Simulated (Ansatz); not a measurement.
# SnO2 (Cassiterite): band gap by G0W0 on PBE

How far does one-shot GW move the PBE gap of SnO2 (Cassiterite)?

Calculated with Ansatz 0.2.0; PBE, then G0W0 on it, plane waves, PAW.

**Experimental background.**

- Gap 3.6 eV: experimental gap quoted from earlier work; bulk crystal (quoted in “Study on the Photocatalytic Properties of Flower-Shaped SnO2”, 2022, pmc:9565917).

## (1) Starting point

It takes space group P4_2/mnm (No. 136, tetragonal). Conventional cell: a = 4.738 Å, b = 4.738 Å, c = 3.187 Å, α = 90.00°, β = 90.00°, γ = 90.00°. Sn has 6 O at 2.05 to 2.06 Å nearest. Nearest to O lie 3 Sn at 2.05 to 2.06 Å. Farther neighbours and most contacts between anions are not listed.

The cell and positions come from the Crystallography Open Database and are kept as given unless a step says otherwise. The default PAW set here is soft_2. Its files were made with PBE.

## (2) Bands along the symmetry lines

Levels along a band path and on the mesh show where this functional puts the band edges.

This step: DFT, PBE, plane waves, PAW.

input.yaml reads:

```yaml
crystal:
  lattice:
    - [4.738, 0.0, 0.0]
    - [0.0, 4.738, 0.0]
    - [0.0, 0.0, 3.1865]
  atoms:
    - { symbol: Sn, position: [0.0, 0.0, 0.0] }
    - { symbol: Sn, position: [0.5, 0.5, 0.5] }
    - { symbol: O, position: [0.3071, 0.3071, 0.0] }
    - { symbol: O, position: [0.1929, 0.8071, 0.5] }
    - { symbol: O, position: [0.6929, 0.6929, 0.0] }
    - { symbol: O, position: [0.8071, 0.1929, 0.5] }
kpoints:
  mp_grid: { grid: [6, 6, 8] }
  band_path:
    path:
      - [[0.0, 0.0, 0.0], [0.0, 0.5, 0.0], [0.5, 0.5, 0.0], [0.0, 0.0, 0.0], [0.0, 0.0, 0.5], [0.0, 0.5, 0.5], [0.5, 0.5, 0.5], [0.0, 0.0, 0.5]]
      - [[0.0, 0.5, 0.0], [0.0, 0.5, 0.5]]
      - [[0.5, 0.5, 0.0], [0.5, 0.5, 0.5]]
    npoints: 10
hamiltonian:
  xc: pbe
scf:
  occupations: { method: fermi_dirac, width: 0.02 }
  n_extra_bands: 6
output:
  forces: true
  stress: true
  eigenvalues: true
  write_density: true
  write_potential: true
  elf: true
  volumetric_format: npy
```

Command:

```console
$ ansatz run input.yaml --threads 3 --pin off --max-ram 64512MiB --backend cuda --events-out ev --progress --plain --runs-dir out --devices 1 --max-vram 24GiB  # rebuilt from the run's record
```

Numbers of over 12 decimals in the logs are rounded to 6 here.

The program printed:

```text
scf.n_extra_bands = 6 over 26 filled bands (N_el = 52.0): the run solves 32 bands
GPUs: using 1 of 1 available (devices: 1).
Engine: ansatz 0.2.0, x86_64-unknown-linux-gnu
Pseudopotentials: kind: paw
Pseudopotential: Sn, paw, valence charge 14, recommended cutoff 420 eV (normal), Sn.paw.azcp
Pseudopotential: O, paw, valence charge 6, recommended cutoff 420 eV (normal), O.paw.azcp
Functional definition: PBE
  parameter kappa = 0.804
  parameter beta = 0.066725
  exchange = pbe_x(kappa = kappa, mu = beta*pi^2/3)
  correlation = pbe_c(beta = beta)
device memory: the entry about to start is reckoned to put 2.2 GiB on a device that reports 78.6 GiB free (of which the cap on the GPU budget leaves the run 24.0 GiB)
GPU FFT provider: cuFFT
GPU libraries: cuBLAS 13.8.1, cuFFT 12.4.0, cuSOLVER 12.3.2
Crystal: 6 atoms, lattice volume = 71.533 Å³
Basis set: ecut = 420 eV, 1411 PW (Γ), exchange–correlation on 64×64×48 points (8 copies of the dense FFT grid, shifted against one another)
Bands: 32, of which v1, the nominal top of the filled ones, is band 26 counted from 1 (25 counted from 0)
Symmetry: 16 space group operations
Space group: P42/mnm (ITA 136), of the structure as read, at distance tolerance 4.2e-5 Å
k-points: 50 of 288
Non-local potential: Sn, projectors of the file, l = 0: 2, l = 1: 2, l = 2: 2, l = 3: 2
Non-local potential: O, projectors of the file, l = 0: 2, l = 1: 2, l = 2: 1
PAW form: soft (Blöchl's): semilocal exchange-correlation on the pseudo side does not see the compensation charge
PAW one-centre angular grid: Sn, 590 points (default); XC on 64 Gauss nodes
PAW one-centre angular grid: O, 110 points (default); XC on 64 Gauss nodes
Initial density: superposition of atomic densities (neutral atoms: chi_scale 0, normalization atom), corrected by the library's trained network
Initial wavefunctions: pseudopotential atomic-orbital guess
GPU buffer pool allocated for 24576 grid points (all kernels)
GPU transforms: local potential and band sums: pruned to the plane-wave sphere, on 32×32×24
Functional: x = pbe(κ = 0.804, μ = 0.219515), c = pbe(β = 0.066725)
SCF iter   1: F=—  HF=-14317.837964 eV  |F-HF|=—  |Δ(HF+E_count)|=         —  Δρ=1.08e-3  dr2=2.60e-4  ethr=1.77e-3  ⟨swp⟩=6.8  Hψ=7258  notcnv=0
preconditioner: auto → Resta (q_TF=auto, 2.587 Å⁻¹)  ε∞=3.6  [insulator: Δε(μ)=1.283 eV  Ē_g=19.758 eV  σ=0.020 eV  W_gap=1.00  n_scr=18 (ndim 8)  ℏωp=31.7 eV  f_vac=0.027  D(μ)=0.00/eV (n_scr^D=0)  ε∞_Penn≈3.6]
SCF iter   2: F=—  HF=-14317.839033 eV  |F-HF|=—  |Δ(HF+E_count)|=   1.07e-3  Δρ=5.91e-4  dr2=7.77e-5  ethr=5.00e-7  ⟨swp⟩=3.0  Hψ=3748  notcnv=0  defer=44
SCF iter   3: F=—  HF=-14317.839507 eV  |F-HF|=—  |Δ(HF+E_count)|=   4.74e-4  Δρ=1.99e-4  dr2=1.95e-5  ethr=1.49e-7  ⟨swp⟩=2.8  Hψ=2770  notcnv=0  defer=44
SCF iter   4: F=—  HF=-14317.839522 eV  |F-HF|=—  |Δ(HF+E_count)|=   1.55e-5  Δρ=4.42e-5  dr2=7.62e-7  ethr=3.75e-8  ⟨swp⟩=2.0  Hψ=2128  notcnv=0  defer=44
iter 5 did not close the SCF: its close was put off for the readings that it lacked (scf_convergence_deferred on its scf_iter line)
SCF iter   5: F=-14317.839524 eV  HF=-14317.839523 eV  |F-HF|=1.92e-7  |Δ(HF+E_count)|=   1.01e-6  Δρ=1.49e-5  dr2=9.57e-8  ethr=1.46e-9  ⟨swp⟩=2.0  Hψ=2625  notcnv=0  defer=44
SCF iter   6: F=-14317.839524 eV  HF=-14317.839524 eV  |F-HF|=1.17e-8  |Δ(HF+E_count)|=   2.15e-7  Δρ=4.00e-6  dr2=6.25e-9  ethr=1.84e-10  ⟨swp⟩=10.5  Hψ=11286  notcnv=0
SCF 1 converged in 6 iterations: F = -14317.839524 eV  dr2 = 6.25e-9
  greatest PAW one-centre occupation: 0.996 electrons in one spin orbital (limit 2), on the Sn atom at site 0 (counted from 0), in its partial waves of l = 2
device memory: the entry about to start is reckoned to put 2.8 GiB on a device that reports 75.5 GiB free (of which the cap on the GPU budget leaves the run 24.0 GiB)
NSCF: frozen V_eff on 93 k-points, pencils in batches of 32, up to order 144
SCF converged after 6 iterations
Free energy (F): -14317.839524 eV
Harris-Foulkes:  -14317.839524 eV  (|F-HF|=1.17e-8)
Internal energy: -14317.839524 eV  (E = F + TS)
E sigma→0 (E₀):  -14317.839524 eV
Fermi energy:    10.167741 eV
--- Per-component energies (eV) ---
  E_band       = -114.469769
  E_kinetic    = 1085.322191
  E_local      = -2860.960733  (includes V_loc(G=0)·N_el)
  E_nonlocal   = 134.899745
  E_hartree    = 1491.154566
  E_xc         = -1054.969018
  E_vxc        = -564.083551  (∫ρ·V_xc dr)
  E_paw        = -8930.444512  (= ΣΔE_a)
  E_vpaw       = -891.967489  (= ΣTr[D̂ρ^β])
  E_aug_tail   = 0.010016  (compensation charges beyond the density's cutoff)
  E_ewald      = -4182.851779
  E_smearing   = -0.000000  (= −TS)
  E_closure    = -0.000000  (closes the sum)
  Σ components = -14317.839524   (vs F -14317.839524, Δ=0.00e0)
--- Forces (eV/Å), atoms counted from 1 ---
  atom   1  Sn    -0.00000000    -0.00000000    -0.00000000
  atom   2  Sn     0.00000000    -0.00000000     0.00000000
  atom   3  O     -0.19464805    -0.19464805     0.00000000
  atom   4  O      0.19464805    -0.19464805    -0.00000000
  atom   5  O      0.19464805     0.19464805    -0.00000000
  atom   6  O     -0.19464805     0.19464805     0.00000000
  max |Σ_I F_I| component: 2.78e-17 eV/Å
--- Stress (GPa, compression-positive) ---
       10.098216       0.000000       0.000000
        0.000000      10.098216       0.000000
        0.000000       0.000000      13.046926
  P = ⅓ Tr σ = 11.0811 GPa (110.811 kbar)
--- Band table (eV; the first three rows and the last of 50) ---
  k-point 0: bands = [... 22 lower, 8.3043, 8.7527, 8.7527, 9.5266, 10.8087, 15.6950, 15.8965, 15.8965, ... 2 higher]
  k-point 1: bands = [... 22 lower, 7.7253, 8.7887, 8.7887, 9.3960, 11.7694, 16.0127, 16.5476, 16.5476, ... 2 higher]
  k-point 2: bands = [... 22 lower, 7.0099, 8.6885, 8.6885, 9.0265, 13.3846, 16.4831, 17.9792, 17.9792, ... 2 higher]
  k-point 49: bands = [... 22 lower, 8.5576, 8.5576, 8.6922, 8.6922, 14.4668, 14.4668, 18.4241, 18.4241, ... 2 higher]
```

Run time: 5.7 s. Hardware: 1 × NVIDIA H100 80GB HBM3 (shared by 3 runs) with 3 threads of AMD EPYC 7R13 (Zen 3), shared host; peak memory 1 GiB.

In the SCF lines HF is the Harris–Foulkes energy and dr2 the Hartree energy of the density residual, in eV; the loop may stop once dr2 is under the threshold and the program's other checks hold. Hψ counts applications of the Hamiltonian.

This step gave:

```
pressure             : 11.08 GPa
filled bands         : 26
gap                  : 1.282 eV
valence top at       : Γ
conduction bottom at : Γ
least direct gap     : 1.282 eV
```

Over mesh and path the gap is 1.282 eV, direct, at k = Γ. The pressure in this cell is 11 GPa; the cell is kept.

Electronic bands along the path, in eV, zero at the top of the highest nominally filled band:

| point | band 23 | band 24 | band 25 | band 26 | band 27 | band 28 | band 29 | band 30 |
| --- | --- | --- | --- | --- | --- | --- | --- | --- |
| Γ | -1.22 | -0.77 | -0.77 | 0.00 | 1.28 | 6.17 | 6.37 | 6.37 |
| halfway | -1.21 | -1.19 | -0.74 | -0.29 | 2.57 | 5.71 | 6.63 | 6.81 |
| X | -1.18 | -1.18 | -0.63 | -0.63 | 4.45 | 4.45 | 7.11 | 7.11 |
| halfway | -1.24 | -1.24 | -0.77 | -0.77 | 4.65 | 4.65 | 7.34 | 7.34 |
| M | -1.30 | -1.30 | -0.90 | -0.90 | 4.85 | 4.85 | 7.54 | 7.54 |
| halfway | -1.26 | -1.18 | -0.83 | -0.48 | 3.35 | 5.44 | 6.99 | 7.09 |
| Γ | -1.22 | -0.77 | -0.77 | 0.00 | 1.28 | 6.17 | 6.37 | 6.37 |
| halfway | -2.52 | -0.84 | -0.84 | -0.50 | 3.86 | 6.96 | 8.45 | 8.45 |
| Z | -1.65 | -1.65 | -1.26 | -1.26 | 6.24 | 6.24 | 9.79 | 9.79 |
| halfway | -1.42 | -1.42 | -1.12 | -1.12 | 6.35 | 6.35 | 8.85 | 8.85 |
| R | -1.10 | -1.10 | -0.69 | -0.69 | 6.52 | 6.52 | 8.09 | 8.09 |
| halfway | -1.02 | -1.02 | -0.98 | -0.98 | 5.55 | 5.55 | 8.73 | 8.73 |
| A | -0.97 | -0.97 | -0.83 | -0.83 | 4.94 | 4.94 | 8.90 | 8.90 |
| halfway | -1.27 | -1.25 | -1.04 | -0.97 | 5.72 | 6.25 | 8.05 | 9.93 |
| Z | -1.65 | -1.65 | -1.26 | -1.26 | 6.24 | 6.24 | 9.79 | 9.79 |
| jump to X | -1.18 | -1.18 | -0.63 | -0.63 | 4.45 | 4.45 | 7.11 | 7.11 |
| halfway | -1.26 | -1.26 | -0.83 | -0.83 | 5.60 | 5.60 | 8.79 | 8.79 |
| R | -1.10 | -1.10 | -0.69 | -0.69 | 6.52 | 6.52 | 8.09 | 8.09 |
| jump to M | -1.30 | -1.30 | -0.90 | -0.90 | 4.85 | 4.85 | 7.54 | 7.54 |
| halfway | -0.87 | -0.87 | -0.86 | -0.86 | 5.18 | 5.18 | 8.82 | 8.82 |
| A | -0.97 | -0.97 | -0.83 | -0.83 | 4.94 | 4.94 | 8.90 | 8.90 |

Electrostatic potential energy in the ab plane at fractional z = 0.000, with atoms of Sn and O within 0.2 Å of it. With pseudopotentials it is smooth inside the atoms' cores, unlike the true potential.

Ten even steps from '_' (-33 eV) to '@' (29 eV), each cell a mean:
```
@@%%==++############**==++@@
**====**############**++==++
==++**##########++--::++++==
****############::____::****
##############**::____--####
################++::::++####
##################**########
######**==++**##############
####**::__..++##############
####++______==##############
++**++::__::**##########**++
====++++++**##########**====
@@**==**############**++==%%
@@@@==++############**==**@@
```
Columns run along a (4.7 Å; values clipped at the 3rd and 97th percentile), rows up along b (4.7 Å). Atoms in or near the plane, at fractional coordinates: Sn at (0.00, 0.00), O at (0.31, 0.31), O at (0.69, 0.69).

ELF in the ab plane at fractional z = 0.000, with atoms of Sn and O within 0.2 Å of it. It is the smooth field of the valence electrons, not physical close to the nuclei.

Ten even steps from '_' (0.00) to '@' (0.83), each cell a mean:
```
____::..______..::--::::..__
..::::..______==##%%##==::..
::::..______::##@@@@@@%%==::
....________--%%@@****@@##::
____________::##@@****@@%%--
______........==%%@@@@@@##::
__..--****==....==##%%##==..
__==%%@@@@%%++....::--::____
..++@@@@##%%%%==..__________
..++@@%%==##@@**..__________
..--##@@%%@@@@**..______....
::::--##@@@@%%--______..::::
__..::--++++==..____..::::__
____::......________..::..__
```
Columns run along a (4.7 Å), rows up along b (4.7 Å). Atoms in or near the plane, at fractional coordinates: Sn at (0.00, 0.00), O at (0.31, 0.31), O at (0.69, 0.69).

## (3) G0W0 on the 4×4×4 mesh

G0W0 replaces the xc potential by a self-energy built once from the orbitals of the start. Levels are corrected in the window of bands that the input names, at points of the mesh.

This step: G0W0 on PBE, plane waves, PAW.

input.yaml, the sections that differ from step 2:

```yaml
kpoints:
  mp_grid: { grid: [4, 4, 4] }
scf:
  occupations: { method: fixed }
gw:
  n_empty_bands: 459
  ecut_chi: 200.0
  qp_bands: [v2, c2]
  qp_kpoints: band_edges
  screening: { model: contour_deformation }
# crystal, hamiltonian: as in step 2
# output: removed
```

The program printed:

```text
GPUs: using 1 of 1 available (devices: 1).
[...]
GPU FFT provider: cuFFT
GPU libraries: cuBLAS 13.8.1, cuFFT 12.4.0, cuSOLVER 12.3.2
Crystal: 6 atoms, lattice volume = 71.533 Å³
Basis set: ecut = 420 eV, 1411 PW (Γ)
Bands: 32, of which v1, the nominal top of the filled ones, is band 26 counted from 1 (25 counted from 0)
Symmetry: 16 space group operations
[...]
k-points: 18 of 64
[...]
GPU buffer pool allocated for 24576 grid points (all kernels)
[...]
SCF iter   1: F=—  HF=-14317.827550 eV  |F-HF|=—  |Δ(HF+E_count)|=         —  Δρ=1.06e-3  dr2=2.11e-4  ethr=1.77e-3  ⟨swp⟩=4.0  Hψ=2235  notcnv=0  defer=72
[...]
SCF iter   6: F=-14317.829556 eV  HF=-14317.829556 eV  |F-HF|=5.45e-9  |Δ(HF+E_count)|=   1.71e-7  Δρ=3.03e-6  dr2=3.53e-9  ethr=1.62e-10  ⟨swp⟩=6.4  Hψ=2419  notcnv=0
SCF 1 converged in 6 iterations: F = -14317.829556 eV  dr2 = 3.53e-9
[...]
NSCF: frozen V_eff on 18 k-points, pencils in batches of 32, up to order 128
the band table was solved once the SCF had ended and its energy, with any forces and stress, was formed, with the checks that follow a solve (2271 applications of the Hamiltonian). They found nothing against the state; the energy, forces and stress were not computed again (output.eigenvalues in the input reference)
[...]
NSCF: frozen V_eff on 18 k-points
G₀W₀ screening: q 1/18
[... further progress lines ...]
SCF converged after 6 iterations
Free energy (F): -14317.829556 eV
[...]
Internal energy: -14317.829556 eV  (E = F + TS)
E sigma→0 (E₀):  -14317.829556 eV
Fermi energy:    9.528859 eV
[...]
--- Band table (eV; the first three rows and the last of 18) ---
  k-point 0: bands = [... 22 lower, 8.3075, 8.7549, 8.7549, 9.5289, 10.8096, 15.6959, 15.8975, 15.8975, ... 2 higher]
  k-point 1: bands = [... 22 lower, 7.0118, 8.6906, 8.6906, 9.0286, 13.3864, 16.4846, 17.9807, 17.9807, ... 2 higher]
  k-point 2: bands = [... 22 lower, 7.8755, 7.8755, 8.2711, 8.2711, 15.7701, 15.7701, 19.3182, 19.3182, ... 2 higher]
  k-point 17: bands = [... 22 lower, 8.5599, 8.5599, 8.6943, 8.6943, 14.4679, 14.4679, 18.4248, 18.4248, ... 2 higher]
--- G₀W₀: contour deformation, 7 samples at zero and on the imaginary axis and 2 off it, 64 q-points, 459 empty bands' worth ---
  eigenvalues of the whole cell's RPA ε∞ on this k-mesh (on a slab, of 1 + 4πα/V) = 4.4407, 4.4407, 4.7113; static W/v taken at q = 0 is 0.218738
  bands read: the sum over 485 bands ends inside a degenerate multiplet in 12 slots, whose members it reads at an even weight; the widest, k=0: bands 485 to 486 (counted from 1) at 1/2 each
  gw.qp_kpoints: band_edges: 8 of 18 stored k-points solved, in 1 pass; an edge of the gap read off the rows below is read off those points alone
    valence top: of the k-points left out ik 1 came nearest to being solved in a further pass, in band 26 (counted from 1, as in the quasiparticle table): it holds the edge there only if its correction is more favourable than any solved in that band by at least 0.397 eV; those differ by 0.228 eV
    conduction bottom: of the k-points left out ik 1 came nearest to being solved in a further pass, in band 27 (counted from 1, as in the quasiparticle table): it holds the edge there only if its correction is more favourable than any solved in that band by at least 2.577 eV; those differ by 0.563 eV
    ik  band        ε_KS         Σx   Σc(E_QP)       V_xc       Z   E_QP_lin       E_QP  E_QP is
     0    25      8.7549   -26.4238     4.6969   -20.7674  0.7480     7.7761     7.7955  root
     0    26      9.5289   -27.1775     5.0270   -21.1422  0.7486     8.4993     8.5205  root
     0    27     10.8096   -14.4338    -3.6123   -18.5808  0.8202    11.3468    11.3443  root
     0    28     15.6959   -12.1122    -4.8841   -17.8356  0.8005    16.5476    16.5351  root
     2    25      8.2711   -26.2875     5.2290   -19.9253  0.7401     7.1030     7.1380  root
     2    26      8.2711   -26.2875     5.2290   -19.9253  0.7401     7.1030     7.1380  root
     2    27     15.7701   -14.7508    -4.9211   -20.7659  0.7842    16.8879    16.8641  root
     2    28     15.7701   -14.7508    -4.9211   -20.7659  0.7842    16.8879    16.8641  root
     3    25      8.7930   -26.5209     4.7269   -20.8236  0.7481     7.8028     7.8227  root
     3    26      9.2422   -26.7033     4.9820   -20.6881  0.7481     8.1858     8.2091  root
     3    27     12.1014   -15.5950    -3.3857   -19.6001  0.8059    12.7249    12.7209  root
     3    28     15.2373   -12.9588    -4.6252   -18.4258  0.7972    16.0914    16.0790  root
     6    25      8.8952   -26.5627     4.8219   -20.7333  0.7481     7.8653     7.8875  root
     6    26      8.8952   -26.5627     4.8219   -20.7333  0.7481     7.8653     7.8875  root
     6    27     13.9806   -14.8454    -4.0952   -19.7566  0.7956    14.8078    14.7966  root
     6    28     13.9806   -14.8454    -4.0952   -19.7566  0.7956    14.8078    14.7966  root
     8    25      8.8380   -27.1962     4.1976   -22.0933  0.7577     7.9177     7.9328  root
     8    26      8.8380   -27.1962     4.1976   -22.0933  0.7577     7.9177     7.9328  root
     8    27     16.0477   -14.8714    -4.9850   -20.9539  0.7803    17.1712    17.1452  root
     8    28     16.0477   -14.8714    -4.9850   -20.9539  0.7803    17.1712    17.1452  root
     9    25      8.7015   -26.5048     4.8875   -20.5995  0.7460     7.6605     7.6837  root
     9    26      9.0496   -26.5768     5.0332   -20.4857  0.7467     7.9661     7.9918  root
     9    27     12.8791   -15.5827    -3.6472   -19.9441  0.8013    13.5996    13.5932  root
     9    28     14.9681   -13.1478    -4.5972   -18.5855  0.7982    15.8206    15.8086  root
    13    25      8.7967   -26.6324     4.9448   -20.6455  0.7464     7.7298     7.7545  root
    13    26      8.7967   -26.6324     4.9448   -20.6455  0.7464     7.7298     7.7545  root
    13    27     14.8976   -14.5793    -4.5640   -20.0993  0.7935    15.8689    15.8535  root
    13    28     14.8976   -14.5793    -4.5640   -20.0993  0.7935    15.8689    15.8535  root
    17    25      8.6943   -26.6246     5.2257   -20.3046  0.7424     7.5707     7.6000  root
    17    26      8.6943   -26.6246     5.2257   -20.3046  0.7424     7.5707     7.6000  root
    17    27     14.4679   -13.3307    -4.4957   -18.6872  0.8088    15.3390    15.3286  root
    17    28     14.4679   -13.3307    -4.4957   -18.6872  0.8088    15.3390    15.3286  root
```

Wall time 20 s (1 × NVIDIA H100 80GB HBM3 (shared by 3 runs) with 3 threads); peak memory 2 GiB; 32 s of CPU time.

This step gave:

```
bands summed                                    : 485
RPA ε∞ on this mesh (eigenvalues)               : 4.441, 4.441, 4.711
plane waves in the screening matrix             : 471
q-points in the mesh                            : 64
G0W0 gap over the corrected points              : 2.824 eV
k of the valence top                            : 0, 0, 0
k of the conduction bottom                      : 0, 0, 0
starting gap on the mesh                        : 1.281 eV
Z at the valence top                            : 0.7486
Z at the conduction bottom                      : 0.8202
least direct G0W0 gap over the corrected points : 2.824 eV
```

Over 8 of 18 irreducible mesh points the G0W0 gap is 2.824 eV, direct, at k = Γ. The PBE gap of this run on the mesh is 1.281 eV. The two states that bound the G0W0 gap lie that far apart at the start, so the correction of the gap is 2.824 − 1.281 = +1.543 eV. The start of this run differs from the step before in mesh (6×6×8 and 4×4×4).

Labels follow the order of the start: v1 is the top filled band, c1 the lowest empty one; levels that stay degenerate share a row, the window can cut a multiplet, doubted levels are not marked in this list, bands outside the window were not corrected, and the list may be a part of the corrected levels. The levels before and after the correction (eV, zero at the valence-band top of each column):

```
           conduction bottom  valence top
Kohn-Sham               1.28         0.00
     G0W0               2.82         0.00
```

```
           level  occupation  energy (eV)
Kohn-Sham   Γ v2           2       -0.774
Kohn-Sham   Γ v1           2        0.000
Kohn-Sham   Γ c1           0        1.281
Kohn-Sham   Γ c2           0        6.167
     G0W0   Γ v2           2       -0.725
     G0W0   Γ v1           2        0.000
     G0W0   Γ c1           0        2.824
     G0W0   Γ c2           0        8.015
```

The parts of the quasiparticle energy for the two states that bound the G0W0 gap, in eV on the run's own scale (QP = start + Σx + Σc − Vxc, with Σc at the quasiparticle energy):

```
             edge  k  band   start       Σx      Σc      Vxc      Z      QP
      valence top  Γ    26   9.529  −27.177   5.027  −21.142  0.749   8.521
conduction bottom  Γ    27  10.810  −14.434  −3.612  −18.581  0.820  11.344
```

(Continued in part 2 of 2.)

[Paths, hosts, dates, memory and timing lines, banners, echoed tables and standing remarks are left out of the program output.]

[Logs are printed without paths, hosts, clocks, repeated set-up lines and the standing remarks that a program may print on its own settings, such as how far it seeks lower states.]

[Runs of the session that timed out or met a known fault of the program may be left out.]

[Cells called generated may have been cut or substituted from an entry of the Crystallography Open Database or the Materials Project.]

[Hosts, paths, dates, database ids (printed as entryN), source tags and the programs' standing remarks are cut or masked in the printed files.]

[Where an RPA ε∞ is given, it is that of the G0W0 mesh and is not shown converged in it. Names of k-points follow the symmetry that the program found, which can be lower than the space group named. Band edges on a path are those of the sampled points; other points can move an edge, and change direct to indirect where valleys lie close.]

[Hybrid gaps are those of their k-mesh and are not shown converged in it.]
